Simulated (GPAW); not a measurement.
# A Mo chain with two Se atoms in line: transmission at several levels

Wanted: the zero-bias transmission of a Mo chain with two Se atoms in line on a ladder of levels, with run times.

Program: GPAW 26.7.0. Level of theory: GPAW LCAO, PAW setups; Landauer transmission from Green's functions with principal layers (ASE), zero bias. Results are calculated unless marked as measured.

### 1. Starting point

The cell holds 16 atoms: 14 Mo and 2 Se. Cell: a = 9.000 Å, b = 9.000 Å, c = 36.030 Å, α = 90.0°, β = 90.0°, γ = 90.0°. Regions: left lead, 7 atoms (7 Mo); channel, 2 atoms (2 Se); right lead, 7 atoms (7 Mo). Vacuum lies along a and b. The structure is stacked along c, and the current runs across the ab planes.

### 2. GPAW, dzp

Localised orbitals split the wire into layers that couple to their neighbours alone, which is what the Green's function method needs; double zeta with polarisation is the usual level for numbers.

Contents of run.py:

```python
import json
import numpy as np
from ase import Atoms
from ase.transport.calculators import TransportCalculator
from gpaw import GPAW, FermiDirac
from gpaw.lcao.tools import get_lcao_hamiltonian
from scipy.linalg import eigh

# The junction with lead layers at both ends, along the third cell vector
device = Atoms(
    ['Mo', 'Mo', 'Mo', 'Mo', 'Mo', 'Mo', 'Mo', 'Se', 'Se', 'Mo', 'Mo', 'Mo', 'Mo', 'Mo', 'Mo', 'Mo'],
    positions=[
        [4.50000, 4.50000, 1.12500],
        [4.50000, 4.50000, 3.37500],
        [4.50000, 4.50000, 5.62500],
        [4.50000, 4.50000, 7.87500],
        [4.50000, 4.50000, 10.12500],
        [4.50000, 4.50000, 12.37500],
        [4.50000, 4.50000, 14.62500],
        [4.50000, 4.50000, 16.86490],
        [4.50000, 4.50000, 19.16490],
        [4.50000, 4.50000, 21.40480],
        [4.50000, 4.50000, 23.65480],
        [4.50000, 4.50000, 25.90480],
        [4.50000, 4.50000, 28.15480],
        [4.50000, 4.50000, 30.40480],
        [4.50000, 4.50000, 32.65480],
        [4.50000, 4.50000, 34.90480]],
    cell=[[9.0, 0.0, 0.0], [0.0, 9.0, 0.0], [0.0, 0.0, 36.0298]],
    pbc=True)

# One principal layer of the lead: the first 5 atoms of the device
lead = Atoms(
    ['Mo', 'Mo', 'Mo', 'Mo', 'Mo'],
    positions=[
        [4.50000, 4.50000, 1.12500],
        [4.50000, 4.50000, 3.37500],
        [4.50000, 4.50000, 5.62500],
        [4.50000, 4.50000, 7.87500],
        [4.50000, 4.50000, 10.12500]],
    cell=[[9.0, 0.0, 0.0], [0.0, 9.0, 0.0], [0.0, 0.0, 11.25]],
    pbc=True)

settings = dict(mode='lcao', basis='dzp', xc='PBE', h=0.2,
                occupations=FermiDirac(0.1), maxiter=250,
                mixer=dict(beta=0.1, nmaxold=8, weight=100.0),
                convergence=dict(density=0.0001))
energies = np.arange(-2, 2 + 1e-9, 0.05)
eta = 0.0001
n1, n2 = 1, 1
# k and -k transmit alike, so half of the mesh across the current serves
mesh = [(i, j) for i in range(n1) for j in range(n2) if (i, j) <= (-i % n1, -j % n2)]
weights = np.array([1 if (i, j) == (-i % n1, -j % n2) else 2 for i, j in mesh]) / (n1 * n2)

# [... helper functions left out ...]
fermi_lead = ground_state(lead, (1, 1, 10), 'lead.txt')
fermi_device = ground_state(device, (1, 1, 2), 'device.txt')
# [... loop over the mesh left out, but for ...]
        # Shift the lead onto the potential of the device's first layer
        shift = ((H[:, 0, 0] - H0[:, 0, 0]) / S0[0, 0]).real.mean()
# [...]
kT = 8.617333e-5 * 300
bias = [0.1, 0.2, 0.5, 1.0, 1.5, 2.0]
# [... integrals and printing left out ...]
```

Run with:

```sh
OMP_NUM_THREADS=1 OPENBLAS_NUM_THREADS=1 python run.py
```

The log of the run:

```text
basis functions: device 432, principal layer 145
Fermi level: lead -2.7421 eV, device -2.8310 eV; lead shifted by 0.0086 eV
largest coupling past the next layer 2.80e-05 eV, largest misfit of the first layer 0.081 eV
  E-E_F (eV)   T (one spin)  [channel counts left out]
    -2.000    2.6127e+00
    -1.950    2.6138e+00
    -1.900    2.6131e+00
    -1.850    2.6102e+00
    -1.800    2.6049e+00
    -1.750    2.5969e+00
    -1.700    2.5856e+00
    -1.650    2.5710e+00
    -1.600    2.5520e+00
    -1.550    2.5279e+00
    -1.500    2.4918e+00
    -1.450    2.4816e+00
    -1.400    2.4536e+00
    -1.350    2.4244e+00
    -1.300    2.3952e+00
    -1.250    2.3657e+00
[...]
1.650    1.1854e+00
     1.700    1.1587e+00
     1.750    1.1293e+00
     1.800    1.0949e+00
     1.850    1.0520e+00
     1.900    9.9799e-01
     1.950    9.4327e-01
     2.000    9.1172e-01
conductance at 300 K: 1.9174 G0 a cell; thermopower 1.139 uV/K
current from the zero-bias T(E) at 0.1 V: 14.853 uA
current from the zero-bias T(E) at 0.2 V: 29.691 uA
current from the zero-bias T(E) at 0.5 V: 73.974 uA
current from the zero-bias T(E) at 1.0 V: 146.39 uA
current from the zero-bias T(E) at 1.5 V: 216.96 uA
current from the zero-bias T(E) at 2.0 V: 287.07 uA
```

Run time: 3.2 min. Hardware: 1 thread of Arm Neoverse V2, shared host; peak memory 1.4 GiB.

Numbers from this step:

| Quantity | Value |
| --- | --- |
| conductance | 1.917 G₀ |
| largest coupling past the next principal layer | 2.80e-5 eV |
| largest misfit of the first principal layer | 0.08057 eV |
| shift that aligns the lead | 0.008592 eV |
| basis functions of the junction | 432 |
| basis functions of a principal layer | 145 |
| transmission at the Fermi level (one spin) | 1.918 |

One spin. The transmission, zone mean by energy, zero at the Fermi level:

```tsv
energy (eV)	transmission, zone mean
-2.000	2.61
-1.800	2.60
-1.600	2.55
-1.400	2.45
-1.200	2.33
-1.000	2.19
-0.800	2.07
-0.600	2.01
-0.400	1.99
-0.200	1.96
0.000	1.92
0.200	1.84
0.400	1.74
0.600	1.64
0.800	1.53
1.000	1.45
1.200	1.38
1.400	1.30
1.600	1.21
1.800	1.09
2.000	0.912
```

Not self-consistent under bias; the bias window is split evenly. Current through one cell, from the zero-bias transmission against bias:

```tsv
bias (V)	current through one cell, from the zero-bias transmission (μA)
0.100	14.9
0.200	29.7
0.500	74.0
1.000	146
1.500	217
2.000	287
```

Table of transmission of the three most open eigenchannels by energy, zero at the Fermi level:

```tsv
energy (eV)	channel 1	channel 2	channel 3
-2.00	0.990	0.990	0.632
-1.85	0.976	0.976	0.658
-1.70	0.954	0.954	0.677
-1.60	0.935	0.935	0.682
-1.45	0.895	0.895	0.691
-1.30	0.845	0.845	0.705
-1.15	0.789	0.789	0.724
-1.05	0.751	0.751	0.726
-0.90	0.730	0.698	0.698
-0.75	0.746	0.653	0.653
-0.60	0.777	0.617	0.617
-0.50	0.803	0.597	0.597
-0.35	0.842	0.569	0.569
-0.20	0.878	0.543	0.543
-0.05	0.908	0.512	0.512
0.00	0.917	0.501	0.501
0.05	0.925	0.489	0.489
0.20	0.948	0.447	0.447
0.35	0.968	0.401	0.401
0.50	0.983	0.353	0.353
0.60	0.990	0.322	0.322
0.75	0.997	0.281	0.281
0.90	0.999	0.246	0.246
1.05	0.998	0.216	0.216
1.15	0.995	0.199	0.199
1.30	0.988	0.175	0.175
1.45	0.979	0.150	0.150
1.60	0.965	0.123	0.123
1.70	0.953	0.102	0.102
1.85	0.933	0.0591	0.0591
2.00	0.910	6.0e-4	4.6e-4
```

Couplings past the next layer reach 2.8e-5 eV, small enough to drop; the matrix elements of the cell's first layer differ from the bulk lead's by up to 0.081 eV. That layer keeps its own values in the calculation, and only beyond it is the lead taken as perfect. The Fermi levels of lead and junction count from different zeros of potential, one for each periodic cell; with both set to zero, the small remaining shift is what aligns them. By hand: G = 1.917 × 77.48 μS = 149 μS, a resistance of 6.73 kΩ; at 0.1 V a linear junction would pass 14.9 μA, and the integral over the bias window gives 14.9 μA.

### 3. Single-zeta polarised basis

One radial function a shell plus polarisation makes the matrices smaller; the question is what that costs.

Changes to run.py since step 2:

```diff
@@ -43,3 +43,3 @@
 
-settings = dict(mode='lcao', basis='dzp', xc='PBE', h=0.2,
+settings = dict(mode='lcao', basis='szp(dzp)', xc='PBE', h=0.2,
                 occupations=FermiDirac(0.1), maxiter=250,
```

The log of the run:

```text
basis functions: device 242, principal layer 80
Fermi level: lead -2.9192 eV, device -3.0232 eV; lead shifted by 0.0085 eV
largest coupling past the next layer 2.79e-05 eV, largest misfit of the first layer 0.085 eV
  E-E_F (eV)   T (one spin)  [channel counts left out]
    -2.000    2.6328e+00
    -1.950    2.6370e+00
    -1.900    2.6398e+00
    -1.850    2.6412e+00
    -1.800    2.6406e+00
    -1.750    2.6376e+00
    -1.700    2.6321e+00
    -1.650    2.6231e+00
    -1.600    2.6104e+00
    -1.550    2.5937e+00
    -1.500    2.5726e+00
    -1.450    2.5468e+00
    -1.400    2.5160e+00
    -1.350    2.4793e+00
    -1.300    2.4471e+00
    -1.250    2.4152e+00
[...]
1.650    1.2477e+00
     1.700    1.2243e+00
     1.750    1.2000e+00
     1.800    1.1747e+00
     1.850    1.1482e+00
     1.900    1.1203e+00
     1.950    1.0906e+00
     2.000    1.0582e+00
conductance at 300 K: 1.9706 G0 a cell; thermopower 1.095 uV/K
current from the zero-bias T(E) at 0.1 V: 15.266 uA
current from the zero-bias T(E) at 0.2 V: 30.516 uA
current from the zero-bias T(E) at 0.5 V: 76.034 uA
current from the zero-bias T(E) at 1.0 V: 150.52 uA
current from the zero-bias T(E) at 1.5 V: 223.19 uA
current from the zero-bias T(E) at 2.0 V: 295.41 uA
```

The job ended after 2.1 min (1 thread; peak memory 1.4 GiB).

This step gave:

| Property | Result |
| --- | --- |
| conductance | 1.971 G₀ |
| largest coupling past the next principal layer | 2.79e-5 eV |
| largest misfit of the first principal layer | 0.08481 eV |
| shift that aligns the lead | 0.008453 eV |
| basis functions of the junction | 242 |
| basis functions of a principal layer | 80 |
| transmission at the Fermi level (one spin) | 1.972 |

One spin. The transmission, zone mean by energy, zero at the Fermi level:

energy (eV), transmission, zone mean and a bar from the least value:
```
   -2.000       2.63 ##############################
   -1.800       2.64 ##############################
   -1.600       2.61 #############################
   -1.400       2.52 ############################
   -1.200       2.38 #########################
   -1.000       2.25 #######################
   -0.800       2.14 ####################
   -0.600       2.07 ###################
   -0.400       2.04 ###################
   -0.200       2.02 ##################
    0.000       1.97 #################
    0.200       1.90 ################
    0.400       1.80 ##############
    0.600       1.69 ############
    0.800       1.58 ##########
    1.000       1.50 ########
    1.200       1.42 #######
    1.400       1.35 ######
    1.600       1.27 ####
    1.800       1.17 ##
    2.000       1.06
```

Not self-consistent under bias; the bias window is split evenly. Table of current through one cell, from the zero-bias transmission by bias:

```tsv
bias (V)	current through one cell, from the zero-bias transmission (μA)
0.100	15.3
0.200	30.5
0.500	76.0
1.000	151
1.500	223
2.000	295
```

Transmission of the three most open eigenchannels against energy, zero at the Fermi level:

```tsv
energy (eV)	channel 1	channel 2	channel 3
-2.000	0.989	0.989	0.654
-1.800	0.975	0.975	0.690
-1.600	0.950	0.950	0.711
-1.400	0.903	0.903	0.710
-1.200	0.836	0.836	0.707
-1.000	0.764	0.764	0.718
-0.800	0.734	0.701	0.701
-0.600	0.763	0.652	0.652
-0.400	0.810	0.615	0.615
-0.200	0.859	0.578	0.578
0.000	0.905	0.533	0.533
0.200	0.943	0.477	0.477
0.400	0.972	0.412	0.412
0.600	0.990	0.348	0.348
0.800	0.998	0.293	0.293
1.000	0.999	0.249	0.249
1.200	0.994	0.215	0.215
1.400	0.984	0.183	0.183
1.600	0.967	0.152	0.152
1.800	0.941	0.117	0.117
2.000	0.909	0.0745	0.0745
```

The conductance, 1.97 G₀, lies 2.8 % above that of the dzp run.

### 4. GPAW, sz: basis = "sz(dzp)"

The minimal basis is the cheapest rung: no second zeta and no polarisation.

Changes to run.py since step 3:

```diff
@@ -43,3 +43,3 @@
 
-settings = dict(mode='lcao', basis='szp(dzp)', xc='PBE', h=0.2,
+settings = dict(mode='lcao', basis='sz(dzp)', xc='PBE', h=0.2,
                 occupations=FermiDirac(0.1), maxiter=250,
```

The log of the run:

```text
basis functions: device 190, principal layer 65
Fermi level: lead -2.9953 eV, device -3.0880 eV; lead shifted by 0.0106 eV
largest coupling past the next layer 2.78e-05 eV, largest misfit of the first layer 0.088 eV
  E-E_F (eV)   T (one spin)  [channel counts left out]
    -2.000    2.5882e+00
    -1.950    2.5897e+00
    -1.900    2.5899e+00
[...]
1.950    1.0435e+00
     2.000    1.0203e+00
conductance at 300 K: 1.8845 G0 a cell; thermopower 1.217 uV/K
current from the zero-bias T(E) at 0.1 V: 14.599 uA
current from the zero-bias T(E) at 0.2 V: 29.182 uA
current from the zero-bias T(E) at 0.5 V: 72.697 uA
current from the zero-bias T(E) at 1.0 V: 143.8 uA
current from the zero-bias T(E) at 1.5 V: 213 uA
current from the zero-bias T(E) at 2.0 V: 281.59 uA
```

Elapsed: 84 s, on 1 thread; peak memory 1.3 GiB.

Numbers from this step:

```
conductance                                    : 1.885 G₀
largest coupling past the next principal layer : 2.78e-5 eV
largest misfit of the first principal layer    : 0.08816 eV
shift that aligns the lead                     : 0.01064 eV
basis functions of the junction                : 190
basis functions of a principal layer           : 65
transmission at the Fermi level (one spin)     : 1.886
```

The conductance, 1.88 G₀, lies 1.7 % below that of the dzp run.

### 5. revPBE in the dzp basis: xc = "revPBE"

Back in the dzp basis, the functional changes from PBE to revPBE, to set the spread between functionals beside that between bases.

Changes to run.py since step 4:

```diff
@@ -43,3 +43,3 @@
 
-settings = dict(mode='lcao', basis='sz(dzp)', xc='PBE', h=0.2,
+settings = dict(mode='lcao', basis='dzp', xc='revPBE', h=0.2,
                 occupations=FermiDirac(0.1), maxiter=250,
```

The log of the run:

```text
basis functions: device 432, principal layer 145
Fermi level: lead -2.6596 eV, device -2.7491 eV; lead shifted by 0.0121 eV
largest coupling past the next layer 2.83e-05 eV, largest misfit of the first layer 0.088 eV
  E-E_F (eV)   T (one spin)  [channel counts left out]
    -2.000    2.6113e+00
    -1.950    2.6126e+00
    -1.900    2.6122e+00
[...]
1.950    9.6897e-01
     2.000    9.2818e-01
conductance at 300 K: 1.9052 G0 a cell; thermopower 1.183 uV/K
current from the zero-bias T(E) at 0.1 V: 14.759 uA
current from the zero-bias T(E) at 0.2 V: 29.504 uA
current from the zero-bias T(E) at 0.5 V: 73.516 uA
current from the zero-bias T(E) at 1.0 V: 145.54 uA
current from the zero-bias T(E) at 1.5 V: 215.81 uA
current from the zero-bias T(E) at 2.0 V: 285.72 uA
```

Wall time 3.1 min (1 thread); peak memory 1.4 GiB.

This step gave:

- conductance: 1.905 G₀
- largest coupling past the next principal layer: 2.83e-5 eV
- largest misfit of the first principal layer: 0.08832 eV
- shift that aligns the lead: 0.01209 eV
- basis functions of the junction: 432
- basis functions of a principal layer: 145
- transmission at the Fermi level (one spin): 1.906

The conductance, 1.91 G₀, lies 0.6 % below that of the dzp run.

### 6. Cost and result by level

Times are for 1 thread of Arm Neoverse V2, shared host. The series side by side:

```tsv
no.	run	conductance (G₀)	time	memory (GiB)
1	dzp	1.917	3.2 min	1.4
2	szp	1.971	2.1 min	1.4
3	sz	1.885	84 s	1.3
4	dzp revPBE	1.905	3.1 min	1.4
```

### 7. The levels side by side

The curves are compared point by point over the common energies.

This step: comparison of transmission and cost over codes and levels (GPAW 26.7.0).

Ladder, by row:

```tsv
step	code	T at the Fermi level (sum over the listed spins)	conductance (G0)	r.m.s. T(E) from the first	wall time (s)	peak memory (GiB)	threads
dzp	GPAW	1.918	1.917	0	193.3	1.42	1
szp	GPAW	1.972	1.971	0.05956	124.9	1.35	1
sz	GPAW	1.886	1.885	0.03874	84.41	1.28	1
dzp-revPBE	GPAW	1.906	1.905	0.009563	185.2	1.42	1
```

Transmission, zone mean, sum over the listed spins against energy, zero at the Fermi level:

```tsv
energy (eV)	dzp	szp	sz	dzp-revPBE
-2.00	2.61	2.63	2.59	2.61
-1.85	2.61	2.64	2.59	2.61
-1.70	2.59	2.63	2.57	2.59
-1.50	2.49	2.57	2.49	2.50
-1.35	2.42	2.48	2.39	2.42
-1.20	2.33	2.38	2.28	2.33
-1.05	2.23	2.28	2.17	2.22
-0.90	2.13	2.19	2.09	2.12
-0.70	2.04	2.10	2.00	2.03
-0.55	2.00	2.06	1.97	1.99
-0.40	1.99	2.04	1.95	1.98
-0.25	1.97	2.02	1.94	1.96
-0.10	1.94	2.00	1.91	1.93
0.00	1.92	1.97	1.89	1.91
0.10	1.88	1.94	1.85	1.87
0.25	1.82	1.87	1.78	1.81
0.40	1.74	1.80	1.71	1.73
0.55	1.66	1.71	1.62	1.65
0.70	1.58	1.63	1.55	1.58
0.90	1.49	1.54	1.45	1.49
1.05	1.43	1.48	1.39	1.43
1.20	1.38	1.42	1.33	1.38
1.35	1.32	1.37	1.28	1.33
1.50	1.26	1.31	1.23	1.27
1.70	1.16	1.22	1.15	1.17
1.85	1.05	1.15	1.09	1.07
2.00	0.912	1.06	1.02	0.928
```

[end of part 1 of 2]

[Logs are printed without paths, hosts, clocks, repeated set-up lines and the standing remarks that a program may print on its own settings, such as how far it seeks lower states.]

[Hosts, paths, dates, database ids (printed as entryN), source tags and the programs' standing remarks are cut or masked in the printed files.]
